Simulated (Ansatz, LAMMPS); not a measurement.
# Gap against volume in amorphous polyethylene with carbon dioxide (capped chains of 6 units), from a frame at 480 K, (106 atoms)

Density of this cell: 1.00 g/cm³. The cell holds 106 atoms: 34 C, 60 H and 12 O. Cell: a = 9.990 Å, b = 10.555 Å, c = 10.563 Å, α = 86.2°, β = 85.4°, γ = 98.1°. The starting structure: 2 polyethylene chains of 6 units with methyl end groups, 6 carbon dioxide placed at random, at 0.819 g/cm³; overlaps pushed apart, then 20 ps at 800 K with MMFF94 bonds, angles, torsions, charges and radii (Halgren, J. Comput. Chem. 17, 490 (1996)) in harmonic and 12-6 forms. Snapshot after 30 ps at 480 K and fixed volume.

Calculated with Ansatz 0.2.0: Kohn-Sham DFT, PBE+D3(BJ), PAW (set soft_2), plane waves; cutoff 420 eV, Γ point, fixed occupations. The relaxed cell was scaled evenly and the atoms were relaxed at each volume. The gap is that between the highest filled and the lowest empty Kohn-Sham level on the run's k-points.

| volume (Å³/atom) | gap (eV) |
| --- | --- |
| 9.3046 | 5.739 |
| 9.7181 | 5.736 |
| 10.028 | 5.710 |
| 10.338 | 5.675 |
| 10.649 | ? |
| 10.959 | 5.610 |

**Question.** Fit a straight line in ln V to the rows given and interpolate to the withheld row.

**Working.**

A volume deformation potential makes the spacing linear in u = ln(V/V0), with V0 = 10.338 Å³ the relaxed volume; v is the spacing.

| u = ln(V/V0) | v (eV) |
| --- | --- |
| -0.105360 | 5.7395 |
| -0.0618752 | 5.7364 |
| -0.0304591 | 5.7102 |
| 0 | 5.6754 |
| 0.0582682 | 5.6097 |

With n = 5: mean u = -0.0278853, mean v = 5.69424, Σ(u − ū)² = 0.015364, Σ(u − ū)(v − v̄) = -0.012789. Slope b = -0.012789 / 0.015364 = -0.83241; intercept a = v̄ − b ū = 5.6710.

At the withheld volume u = 0.02956, and v = a + b u.

Prediction at 10.649: 5.646 eV. The run gave 5.642 eV, so the fit is high by 0.0045 eV (0.080 % of the value).

The rows don't follow a line (correlation 0.97 in size over all rows), so the slope of -0.83 eV is no deformation potential. Among the rows given, the largest miss of the fit is at 9.3046, by 0.019 eV (15 % of the range of the table).

Limits: The table spans 16 % in volume, wide for a linear law. Semilocal functionals tend to put gaps under measured ones. Only the Γ point is sampled. Atoms move by up to 0.6 Å in these relaxations, so the structure changes along the series. Defect or tail levels can set the spacing of a disordered cell.

[Hosts, paths, dates, database ids (printed as entryN), source tags and the programs' standing remarks are cut or masked in the printed files.]

[The MMFF94 radii named for the starting cell were scaled by 0.96; in molecules described by MMFF94, hydrogen bound to N, O or S took a small fixed 12-6 site in their place.]
